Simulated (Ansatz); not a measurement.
# Sb (Pm-3m, 1 atom in the cell): Grüneisen parameters, part 2 of 2

Does Sb (Pm-3m, 1 atom in the cell) expand much on heating, by its phonons?

Ansatz 0.2.0; DFT PBEsol, scalar-relativistic, plane waves, norm-conserving pseudopotentials.

So far, highest frequency on the path or at a solved wavevector (cm⁻¹): step 2 (response at finite wavevector) 127; step 4 (phonons at the other volume, volume ratio 0.97) 135.

This is not the structure that Sb takes at ambient pressure and room temperature (space group No. 166); it is a model or a phase of other conditions.

**5. Relaxing at another volume, volume ratio 1.03**

The volume is scaled by 1.03 and held; symmetry leaves nothing to relax, so this is a single point. The modes can then be followed against volume.

The input, input.yaml:

```yaml
crystal:
  lattice:
    - [3.0905062244, 0.0, 0.0]
    - [0.0, 3.0905062244, 0.0]
    - [0.0, 0.0, 3.0905062244]
  atoms:
    - { symbol: Sb, position: [0.0, 0.0, 0.0] }
kpoints:
  mp_grid: { grid: [12, 12, 12] }
hamiltonian:
  xc: pbesol
  pseudopotentials: { kind: nc }
scf:
  occupations: { method: methfessel_paxton, width: 0.15 }
output:
  forces: true
  stress: true
  eigenvalues: true
```

Launch:

```bash
ansatz run input.yaml --threads 4 --pin off --max-ram 7168MiB --backend cpu --events-out ev --progress --plain --runs-dir out
```

Numbers of over 12 decimals in the logs are rounded to 6 here.

Log:

```text
[...]
Crystal: 1 atoms, lattice volume = 29.518 Å³
Basis set: ecut = 1088.45545 eV, 2469 PW (Γ), exchange–correlation on 72×72×72 points (8 copies of the dense FFT grid, shifted against one another)
Bands: 12, of which v1, the nominal top of the filled ones, is band 8 counted from 1 (7 counted from 0)
Symmetry: 48 space group operations
[...]
k-points: 84 of 1728
[...]
--- Band table (eV; the first three rows and the last of 84) ---
  k-point 0: bands = [... 4 lower, -18.5332, -2.0567, 13.7072, 13.7072, 13.7072, 17.5880, 17.5880, 18.6219]
  k-point 1: bands = [... 4 lower, -18.5330, -1.9549, 12.4846, 13.8077, 13.8077, 17.6734, 18.2005, 19.4937]
  k-point 2: bands = [... 4 lower, -18.5323, -1.6532, 10.4253, 14.0990, 14.0990, 17.9289, 18.5810, 21.9411]
  k-point 83: bands = [... 4 lower, -18.4554, 5.9067, 8.8002, 8.8002, 8.8002, 15.2899, 15.2899, 15.2899]
[key lines of the parts left out:]
SCF converged after 6 iterations
Free energy (F): -2469.719984 eV
Fermi energy:    10.515872 eV
P = ⅓ Tr σ = -1.6712 GPa (-16.712 kbar)
```

Wall time 1.3 s (4 threads of Arm Neoverse V2, shared host); peak memory 0.37 GiB; 5 s of CPU time.

This step gave:

```
pressure        : -1.671 GPa
volume per atom : 29.52 Å³
```

The run ends at a pressure of -1.67 GPa.

**6. Phonons at the other volume, volume ratio 1.03**

The phonons are repeated at this volume on the same k and q meshes.

input.yaml, the sections that differ from step 5:

```yaml
output:
  eigenvalues: true
phonons:
  method: dfpt
  qmesh: [4, 4, 4]
  temperatures: { t_max: 1000, t_step: 50 }
  qpath:
    path:
      - [[0.0, 0.0, 0.0], [0.0, 0.5, 0.0], [0.5, 0.5, 0.0], [0.0, 0.0, 0.0], [0.5, 0.5, 0.5], [0.0, 0.5, 0.0]]
      - [[0.5, 0.5, 0.5], [0.5, 0.5, 0.0]]
    npoints: 10
# crystal, kpoints, hamiltonian, scf: as in step 5
```

Log:

```text
[...]
Crystal: 1 atoms, lattice volume = 29.518 Å³
Basis set: ecut = 1088.45545 eV, 2469 PW (Γ), exchange–correlation on 72×72×72 points (8 copies of the dense FFT grid, shifted against one another)
Bands: 12, of which v1, the nominal top of the filled ones, is band 8 counted from 1 (7 counted from 0)
Symmetry: 48 space group operations
k-points: 84 of 1728
[...]
k-point 83: bands = [... 4 lower, -18.4555, 5.9068, 8.8003, 8.8003, 8.8003, 15.2899, 15.2899, 15.2899]
[...]
ASR residual: 4.740e-4 → 0.000e0 eV/Å²; symmetrization residual: 1.084e-19 eV/Å²
  ASR residual per site (eV/Å²): 4.74e-4
  Γ frequencies (cm⁻¹): 0.00 0.00 0.00
--- Phonons (arbitrary-q DFPT): 10 irreducible q on the 4×4×4 mesh ---
[...]
interpolated dispersion: 62 rows × 3 modes
[...]
[key lines of the parts left out:]
SCF converged after 7 iterations
Free energy (F): -2469.719984 eV
Fermi energy:    10.515910 eV
```

Elapsed: 2.6 min, on 4 threads; peak memory 2.6 GiB.

Numbers from this step:

```yaml
sum_rule_residual_before_enforcement: 4.74e-4 eV/Å²
lowest_frequency_on_the_path: -140.5 cm⁻¹
highest_frequency_on_the_path_or_at_a_solved_wavevector: 120.0 cm⁻¹
lowest_mode_on_the_q_mesh_acoustic_modes_at_gamma_apart: -140.5 cm⁻¹
```

The highest frequency on the path or at a solved wavevector is 120.0 cm⁻¹, -6.8 cm⁻¹ against the base run.

**7. Grüneisen parameters**

The Grüneisen parameter of a mode is minus the logarithmic change of its frequency with volume, −d ln ω / d ln V; weighted by heat capacity it gives the expansion.

Numbers from this step:

```
bulk modulus : 60.4 GPa
```

The phonon branches at the labelled points (cm⁻¹):

```
    point  branch 1  branch 2  branch 3
        Γ         0         0         0
  halfway        30        30        96
        X        35        35       104
  halfway        47        86       109
        M        46        87        87
  halfway        43        99       118
        Γ         0         0         0
  halfway       108       108       127
        R      -132      -132      -132
  halfway        74       106       116
        X        35        35       104
jump to R      -132      -132      -132
  halfway        50        50       106
        M        46        87        87
```

The same for volume x 0.97:

```
point  branch 1  branch 2  branch 3
    Γ         0         0         0
    X        35        35       121
    M        44       105       105
    Γ         0         0         0
    R      -120      -120      -120
    X        35        35       121
    R      -120      -120      -120
    M        44       105       105
```

The same for volume x 1.03:

```
point  branch 1  branch 2  branch 3
    Γ         0         0         0
    X        36        36        82
    M        47        65        65
    Γ         0         0         0
    R      -140      -140      -140
    X        36        36        82
    R      -140      -140      -140
    M        47        65        65
```

The first set of phonon branches as a text plot (rows in cm⁻¹):

```
    129 |                               *
    118 |                  ***         * **         *
    106 |    ***** ***   **** *         ***        ***  **   **
     95 |   *     **  * ***  *       ***   *       * ***
     83 |         * *****     **           *         **     * ***
     72 |  *                   *    ***           * *  *
     60 |                       *                 **   *        *
     49 | *      * **********   *   *                   *    *
     37 |    ******          **    *                     *
     26 |* **                  *** *
     14 | *                      *
      3 |*                        *
     -9 |
    -20 |
    -31 |                                                  *
    -43 |                                   *     *         *
    -54 |                                   *
    -66 |                                        *
    -77 |                                        *
    -89 |                                        *         *
   -100 |
   -112 |                                    *  *
   -123 |                                       *         *
   -135 |                                     **
         Γ      X      M          Γ            R        X|R     M
```

**8. Results**

| Property | Result |
| --- | --- |
| bulk modulus | 60.4 GPa |

In words: No expansion is given, because modes are imaginary at one volume or more. Branches are matched by rank, so values near crossings are rough. With no gap, or one that is small against the smearing, the frequencies hang on the k mesh and the smearing, most of all near Kohn anomalies. Spin-orbit coupling is left out, which can matter for the heavy elements here. A phonon run warned that its eigensolver left some bands unconverged in a pass.

[Logs are printed without paths, hosts, clocks, repeated set-up lines and the standing remarks that a program may print on its own settings, such as how far it seeks lower states.]

[Hosts, paths, dates, database ids (printed as entryN), source tags and the programs' standing remarks are cut or masked in the printed files.]
